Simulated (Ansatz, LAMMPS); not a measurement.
# Structural relaxation of a frame of liquid (Cs,Li)(Br,Cl) from 1000 K (118 atoms), part 3 of 3

Aim: bring a frame of liquid (Cs,Li)(Br,Cl) from 1000 K (118 atoms) to a nearby minimum of the energy and see what moves.

Ansatz 0.2.0; Kohn-Sham DFT, RPBE, PAW (set soft_2), plane waves.

The cell: 20 Cs, 39 Li, 41 Br and 18 Cl. The starting topology of bonds comes from the classical model. The ion parameters were fitted for water, not for melts. Sampling is at Γ alone, for a cell whose shortest periodic width is 16 Å. Spin–orbit coupling is left out.

So far, density (g/cm³): step 5 (structure statistics after relaxation) 2.6.

## (6) Single point at the relaxed geometry

One more single point at the end of the walk gives the fuller output and checks the residual forces.

File input.yaml:

```yaml
crystal:
  lattice:
    - [16.3496, 0.0, 0.0]
    - [0.0, 16.3496, 0.0]
    - [0.0, 0.0, 16.3496]
  atoms:
    - { symbol: Cs, position: [0.6169, 0.62115, 0.84006] }
    - { symbol: Cs, position: [0.21164, 0.06401, 0.47151] }
    - { symbol: Cs, position: [0.57277, 0.33978, 0.52674] }
    - { symbol: Cs, position: [0.70994, 0.16529, 0.11303] }
    - { symbol: Cs, position: [0.00842, 0.85016, 0.59244] }
    - { symbol: Cs, position: [0.79518, 0.83956, 0.32786] }
    - { symbol: Cs, position: [0.34235, 0.63839, 0.9441] }
    - { symbol: Cs, position: [0.35504, 0.6382, 0.5708] }
    - { symbol: Cs, position: [0.40551, 0.37722, 0.78361] }
    - { symbol: Cs, position: [0.31884, 0.06577, 0.78467] }
    - { symbol: Cs, position: [0.40022, 0.49464, 0.17563] }
    - { symbol: Cs, position: [0.90996, 0.27024, 0.43635] }
    - { symbol: Cs, position: [0.09012, 0.34298, 0.84101] }
    - { symbol: Cs, position: [0.77596, 0.31485, 0.76095] }
    - { symbol: Cs, position: [0.51297, 0.04392, 0.51645] }
    - { symbol: Cs, position: [0.69482, 0.64565, 0.57565] }
    - { symbol: Cs, position: [0.04046, 0.47696, 0.25956] }
    - { symbol: Cs, position: [0.71232, 0.90829, 0.90709] }
    - { symbol: Cs, position: [0.96026, 0.6277, 0.97337] }
    - { symbol: Cs, position: [0.09602, 0.03119, 0.94403] }
    - { symbol: Li, position: [0.92596, 0.35361, 0.05243] }
    - { symbol: Li, position: [0.34316, 0.99101, 0.08052] }
    - { symbol: Li, position: [0.2508, 0.10627, 0.21398] }
    - { symbol: Li, position: [0.48612, 0.1279, 0.22951] }
    - { symbol: Li, position: [0.51583, 0.73934, 0.32485] }
    - { symbol: Li, position: [0.2631, 0.28196, 0.59941] }
    - { symbol: Li, position: [0.36499, 0.81121, 0.21827] }
    - { symbol: Li, position: [0.15519, 0.41908, 0.51624] }
    - { symbol: Li, position: [0.78419, 0.38799, 0.24232] }
    - { symbol: Li, position: [0.98969, 0.0244, 0.373] }
    - { symbol: Li, position: [0.57523, 0.71056, 0.07278] }
    - { symbol: Li, position: [0.186, 0.38958, 0.0719] }
    - { symbol: Li, position: [0.82521, 0.60868, 0.16772] }
    - { symbol: Li, position: [0.43804, 0.86305, 0.8936] }
    - { symbol: Li, position: [0.21275, 0.7932, 0.77007] }
    - { symbol: Li, position: [0.55714, 0.33685, 0.26534] }
    - { symbol: Li, position: [0.01428, 0.71563, 0.35072] }
    - { symbol: Li, position: [0.71975, 0.12925, 0.37836] }
    - { symbol: Li, position: [0.43106, 0.18449, 0.05058] }
    - { symbol: Li, position: [0.31144, 0.30196, 0.33708] }
    - { symbol: Li, position: [0.95076, 0.13639, 0.19843] }
    - { symbol: Li, position: [0.68812, 0.53822, 0.32058] }
    - { symbol: Li, position: [0.07707, 0.63177, 0.70934] }
    - { symbol: Li, position: [0.89857, 0.53772, 0.47366] }
    - { symbol: Li, position: [0.19619, 0.81608, 0.03079] }
    - { symbol: Li, position: [0.89385, 0.56145, 0.7331] }
    - { symbol: Li, position: [0.96852, 0.42999, 0.61637] }
    - { symbol: Li, position: [0.03974, 0.81223, 0.84789] }
    - { symbol: Li, position: [0.85492, 0.14206, 0.902] }
    - { symbol: Li, position: [0.83732, 0.06326, 0.60021] }
    - { symbol: Li, position: [0.44539, 0.87258, 0.67633] }
    - { symbol: Li, position: [0.59632, 0.94753, 0.1779] }
    - { symbol: Li, position: [0.67778, 0.86849, 0.63388] }
    - { symbol: Li, position: [0.2403, 0.69475, 0.29144] }
    - { symbol: Li, position: [0.12483, 0.93498, 0.22718] }
    - { symbol: Li, position: [0.65959, 0.53647, 0.10112] }
    - { symbol: Li, position: [0.57198, 0.10428, 0.86595] }
    - { symbol: Li, position: [0.01013, 0.16367, 0.66321] }
    - { symbol: Li, position: [0.89402, 0.93032, 0.07049] }
    - { symbol: Br, position: [0.52075, 0.97414, 0.79496] }
    - { symbol: Br, position: [0.37578, 0.77384, 0.77487] }
    - { symbol: Br, position: [0.90086, 0.08919, 0.75385] }
    - { symbol: Br, position: [0.6019, 0.04507, 0.30835] }
    - { symbol: Br, position: [0.40648, 0.22153, 0.62051] }
    - { symbol: Br, position: [0.09307, 0.09456, 0.26221] }
    - { symbol: Br, position: [0.2717, 0.7064, 0.14292] }
    - { symbol: Br, position: [0.69222, 0.27703, 0.32248] }
    - { symbol: Br, position: [0.80565, 0.5161, 0.84721] }
    - { symbol: Br, position: [0.92305, 0.85486, 0.94321] }
    - { symbol: Br, position: [0.72499, 0.16316, 0.53689] }
    - { symbol: Br, position: [0.78514, 0.92844, 0.54791] }
    - { symbol: Br, position: [0.9072, 0.69048, 0.46196] }
    - { symbol: Br, position: [0.22828, 0.36518, 0.21475] }
    - { symbol: Br, position: [0.35859, 0.15109, 0.31773] }
    - { symbol: Br, position: [0.74345, 0.92741, 0.12814] }
    - { symbol: Br, position: [0.28322, 0.42513, 0.9625] }
    - { symbol: Br, position: [0.46949, 0.20678, 0.90312] }
    - { symbol: Br, position: [0.49701, 0.03603, 0.09296] }
    [... 34 atom lines left out ...]
    - { symbol: Cl, position: [0.53515, 0.56866, 0.03191] }
    - { symbol: Cl, position: [0.53832, 0.78526, 0.95727] }
    - { symbol: Cl, position: [0.81675, 0.48519, 0.35064] }
    - { symbol: Cl, position: [0.02885, 0.50113, 0.72644] }
    - { symbol: Cl, position: [0.70766, 0.13087, 0.89571] }
    - { symbol: Cl, position: [0.09308, 0.8893, 0.09869] }
kpoints:
  mp_grid: { grid: [1, 1, 1] }
hamiltonian:
  xc: rpbe
scf:
  occupations: { method: fixed }
output:
  forces: true
  stress: true
  populations: true
  dos:
    method: { smearing: { sigma: 0.15 } }
    de: 0.1
    projected: { site_lists: { Br: [Br], Cl: [Cl], Cs: [Cs], Li: [Li] } }
  eigenvalues: true
  write_density: true
  write_potential: true
  volumetric_format: npy
```

Launch:

```bash
$ ansatz run input.yaml --threads 4 --pin off --max-ram 8192MiB --backend cpu --events-out ev --progress --plain --runs-dir out
```

Numbers of over 12 decimals in the logs are rounded to 6 here.

Log:

```text
[...]
Crystal: 118 atoms, lattice volume = 4370.402 Å³
Basis set: ecut = 420 eV, 85471 PW (Γ), exchange–correlation on 240×240×240 points (8 copies of the dense FFT grid, shifted against one another)
Bands: 473, of which v1, the nominal top of the filled ones, is band 355 counted from 1 (354 counted from 0)
Symmetry: 1 space group operations
[...]
k-points: 1
[...]
SCF iter   1: F=—  HF=-255687.201214 eV  |F-HF|=—  |Δ(HF+E_count)|=         —  Δρ=1.83e-3  dr2=2.08e-1  ethr=1.77e-3  ⟨swp⟩=5.0  Hψ=1544  notcnv=0  defer=114
[...]
SCF iter   7: F=-255687.136955 eV  HF=-255687.136955 eV  |F-HF|=3.06e-8  |Δ(HF+E_count)|=   1.45e-6  Δρ=9.60e-7  dr2=6.77e-8  ethr=1.41e-11  ⟨swp⟩=32.0  Hψ=5471  notcnv=0
SCF 1 converged in 7 iterations: F = -255687.136955 eV  dr2 = 6.77e-8
[...]
WARN: The input density's exchange-correlation potential varies sharply where the density is thin. Do not read a vacuum level from v_tot or v_xc, or from such a field of the output density. On a cell that repeats whose density bears no net charge and no dipole along the vacuum's axis use v_es (v_loc + v_h of the components); [...]
SCF converged after 7 iterations
Free energy (F): -255687.136955 eV
[...]
Internal energy: -255687.136955 eV  (E = F + TS)
E sigma→0 (E₀):  -255687.136955 eV
Fermi energy:    0.351951 eV
[...]
--- Forces (eV/Å), atoms counted from 1 ---
  atom   1  Cs    -0.01124255     0.00749115     0.03161511
  atom   2  Cs     0.00700479    -0.00116178     0.00679471
  atom   3  Cs     0.00335105    -0.01294363    -0.01545452
  atom   4  Cs     0.01250637    -0.00222040     0.00467427
  atom   5  Cs    -0.00315294    -0.00615431     0.02383420
  atom   6  Cs    -0.00139132    -0.01775188     0.02912539
  atom   7  Cs    -0.00486433     0.01523483    -0.01435578
  atom   8  Cs    -0.00060104     0.00453212    -0.01860094
  atom   9  Cs    -0.00536637    -0.00478366    -0.01320644
  atom  10  Cs    -0.00320356     0.00025122    -0.00913811
  atom  11  Cs    -0.01388312    -0.02146987     0.01443820
  atom  12  Cs    -0.00333783    -0.01824864    -0.01008905
  atom  13  Cs     0.00526350     0.00207348     0.00613706
  atom  14  Cs    -0.00232594    -0.01787010     0.03242180
[...]
atom 117  Cl    -0.00298329     0.00344113     0.00710219
  atom 118  Cl    -0.00990836     0.00970892     0.00582499
  max |Σ_I F_I| component: 5.54e-5 eV/Å
--- Stress (GPa, compression-positive) ---
        0.275310      -0.013394      -0.045480
       -0.013394       0.574358      -0.121499
       -0.045480      -0.121500       0.363696
  P = ⅓ Tr σ = 0.4045 GPa (4.045 kbar)
--- Band table (eV) ---
[...]
--- Löwdin populations: 118 sites ---
  site symbol       q [e]
     0     Cs      8.1928
     1     Cs      8.1979
     2     Cs      8.1930
[...]
117     Cl      7.7029
  spilling = 0.004821 (of n_electrons = 710.000000)
```

The job ended after 80 s (4 threads of Arm Neoverse V2, shared host; peak memory 5.6 GiB; 5.2 min of CPU time).

The program notes that the exchange-correlation potential is rough where the density is thin.

Numbers from this run:

```
free energy                                      : -255687.1370 eV
free energy per atom                             : -2166.8401 eV/atom
SCF cycles                                       : 7
pressure                                         : 0.4045 GPa
r.m.s. force component                           : 0.0117 eV/Å
longest force                                    : 0.04906 eV/Å
Fermi energy                                     : 0.352 eV
gap (highest filled to lowest empty level) : 4.027 eV
spilling of the projection                       : 0.004821
```

Löwdin charges by element (they lack the spilled electrons, 0.029 e an atom on average):

| element | coordination | atoms | mean charge (e) | spread | least | most |
| --- | --- | --- | --- | --- | --- | --- |
| Br | all | 41 | -0.641 | 0.0276 | -0.723 | -0.588 |
| Cl | all | 18 | -0.699 | 0.0132 | -0.716 | -0.678 |
| Cs | all | 20 | 0.810 | 0.0112 | 0.790 | 0.834 |
| Li | all | 39 | 0.669 | 0.0214 | 0.633 | 0.711 |

Density of states as counts of states in windows of 1 eV (from the Fermi level), total and the larger projections:

| from (eV) | to (eV) | total | Br p | Cs p | Cl p |
| --- | --- | --- | --- | --- | --- |
| -10 | -8 | 0.0 | 0.0 | 0.0 | 0.0 |
| -8 | -7 | 41.3 | 0.3 | 40.6 | 0.1 |
| -7 | -6 | 78.7 | 0.6 | 77.3 | 0.3 |
| -6 | -3 | 0.0 | 0.0 | 0.0 | 0.0 |
| -3 | -2 | 42.3 | 14.9 | 0.1 | 23.6 |
| -2 | -1 | 165.2 | 95.0 | 0.7 | 62.3 |
| -1 | 0 | 145.1 | 123.9 | 0.7 | 17.9 |
| 0 | 1 | 1.4 | 1.3 | 0.0 | 0.0 |
| 1 | 3 | 0.0 | 0.0 | 0.0 | 0.0 |
| 3 | 4 | 0.7 | 0.0 | 0.0 | 0.0 |
| 4 | 5 | 8.9 | 0.3 | 0.0 | 0.1 |

With fixed occupations the program's Fermi level is the highest filled level; weight inside the gap is the broadening of levels at its edges.

Between -26 and -10 eV lie 158 more states.

About 79 of the 710 electrons lie in deeper levels, below the stored range.

The levels nearest the highest filled one (over half full), pooled over k-points and spins:

| level less the highest filled one (eV) | occupation |
| --- | --- |
| -0.263 | 2 |
| -0.236 | 2 |
| -0.229 | 2 |
| -0.203 | 2 |
| -0.192 | 2 |
| 0 | 2 |
| 4.03 | 0 |
| 4.67 | 0 |
| 4.78 | 0 |
| 4.80 | 0 |
| 5.02 | 0 |
| 5.03 | 0 |

Valence density in the ac plane at fractional y = 0.282, with atoms of Cs and Li and Br and Cl within 0.2 Å of it. It is the smooth field of the valence electrons, not physical close to the nuclei.

Ten steps, logarithmic in the rise over the least value, from '0' (0.0 e/Å³) to '9' (5.4 e/Å³), each cell a mean:
```
00000000000000000001111000000000000024666642
10011100000000000112332100000000000135766753
11334321000000000123332210000000000124666542
12455532000000000112221100000000122212222211
12344431000000001111110000000013456542100000
00122211000000001111100000000024666653100000
11001112110000001111000000000013566653122333
42100112211000112332110000000001233221246776
53100011112541134454311000000000000001257767
32000000016994234444321122210000000000135665
10000001122441112222112345432100000000012222
00000124554321000000012455542100000001334321
10001246656531000000001233321000000024666653
20001246656531000000000011111111100125654664
10000124554321100111100000123444321113566653
00000001111137731111110000235666642101233210
00000000000125510000000001246656652100111110
10000000112111000000011111124555431112455432
10000001223211000001234432111122110124665653
10000001122210000013567753100000000124665664
10000000011000000013577753100000000012455532
00000000000000000001345432000000000000112110
00000000000000000000011100000000000000001000
00000000000000000000000000000000000001233210
```
Columns run along a (16.3 Å), rows up along c (16.3 Å). Atoms in or near the plane, at fractional coordinates: Cs at (0.91, 0.44), Li at (0.26, 0.60), Br at (0.69, 0.32), Br at (0.20, 0.45), Br at (0.91, 0.20), Cl at (0.90, 0.93), Cl at (0.95, 0.65).

Electrostatic potential energy in the ac plane at fractional y = 0.282, with atoms of Cs and Li and Br and Cl within 0.2 Å of it. With pseudopotentials it is smooth inside the atoms' cores, unlike the true potential.

Ten even steps from '0' (-33 eV) to '9' (7 eV), each cell a mean:
```
99999999999999999999999999999999999998533699
99999999999999999999999999999999999997000179
98877789999999999999999999999999999998633699
98654578999999999999999999999999888899999999
98766789999999999889999999999988643468999999
99988999999999999889999999999986322237899999
99999999999999999999999999999987533358999999
89999999999999999999999999999998887889985224
79999999987568998888999999999999999999971000
99999999984015899888999888889999999999997547
99999999987668999999998755678999999999999999
99999998667899999999998644478999999998877789
99999971000599999999999877789999999986322247
89999981000599999999999999999999999985233226
99999998768888889999999999999877899987433358
99999999999863368999999999995000389999888889
99999999999875579999999988984000179999999999
99999999999999999999999888898656899999876799
99999999999999999999998889999999999998300049
99999999999999999999831279999999999998200048
99999999999999999999720169999999999999866789
99999999999999999999988899999999999999999999
99999999999999999999999999999999999999999999
99999999999999999999999999999999999999999999
```
Columns run along a (16.3 Å; values clipped at the 3rd and 97th percentile), rows up along c (16.3 Å). Atoms in or near the plane, at fractional coordinates: Cs at (0.91, 0.44), Li at (0.26, 0.60), Br at (0.69, 0.32), Br at (0.20, 0.45), Br at (0.91, 0.20), Cl at (0.90, 0.93), Cl at (0.95, 0.65).

Mean Löwdin charges: Br -0.64, Cl -0.70, Cs +0.81, Li +0.67 e (they miss 0.48 % of the electrons, so they add up to more than the cell's charge).

Local excerpt of 15 atoms (numbers count through the whole input) about Br83, whose charge lies farthest from its element's mean; x, y, z are measured from there.

| atom | x | y | z | distance (Å) | Löwdin charge (e) |
| --- | --- | --- | --- | --- | --- |
| Br83 | 0.00 | 0.00 | 0.00 | 0.00 | -0.72 |
| Cs3 | 0.58 | -2.76 | -2.25 | 3.61 | 0.81 |
| Cs9 | -2.16 | -2.14 | 1.95 | 3.61 | 0.80 |
| Cs1 | 1.30 | 1.84 | 2.87 | 3.65 | 0.81 |
| Cs16 | 2.57 | 2.25 | -1.45 | 3.71 | 0.80 |
| Cs8 | -2.98 | 2.12 | -1.53 | 3.97 | 0.82 |
| Br84 | -4.72 | -1.18 | -0.49 | 4.89 | -0.66 |
| Cl108 | 4.93 | -0.18 | -1.00 | 5.04 | -0.69 |
| Br64 | -2.14 | -4.69 | -0.72 | 5.20 | -0.69 |
| Cs14 | 3.90 | -3.16 | 1.58 | 5.26 | 0.83 |
| Br68 | 4.39 | 0.13 | 2.99 | 5.31 | -0.68 |
| Br61 | -2.64 | 4.34 | 1.80 | 5.39 | -0.62 |
| Br87 | 0.15 | 5.24 | -1.57 | 5.47 | -0.65 |
| Br98 | 3.03 | 4.41 | 1.24 | 5.49 | -0.68 |
| Br96 | -1.55 | -2.00 | -4.94 | 5.55 | -0.66 |

## (7) Results

| Item | Value |
| --- | --- |
| energy change in the relaxation | -104.1 meV/atom |
| r.m.s. displacement | 0.977 Å |
| largest displacement | 3.051 Å |
| free energy per atom | -2166.8401 eV/atom |
| pressure | 0.4045 GPa |
| r.m.s. force component | 0.0117 eV/Å |
| gap (highest filled to lowest empty level) | 4.027 eV |
| wall time of the 3 DFT runs | 23 min |

What this shows: Relaxation lowers the energy by 104 meV/atom and moves atoms by 0.98 Å r.m.s.; the r.m.s. force component goes from 0.32 to 0.012 eV/Å, the pressure goes from 0.76 to 0.40 GPa, and the gap from 3.47 to 4.03 eV. From the first step to the last the energy fell by 12.289 eV, and the largest move was 3.05 Å (Li54). Between filled and empty levels lie 4.03 eV (at Γ alone); a semilocal functional tends to put such gaps too low. In a disordered cell it changes from sample to sample and from frame to frame.

Caveats: The starting topology of bonds comes from the classical model; in DFT atoms moved by 0.98 Å r.m.s.

[Logs are printed without paths, hosts, clocks, repeated set-up lines and the standing remarks that a program may print on its own settings, such as how far it seeks lower states.]

[Hosts, paths, dates, database ids (printed as entryN), source tags and the programs' standing remarks are cut or masked in the printed files.]
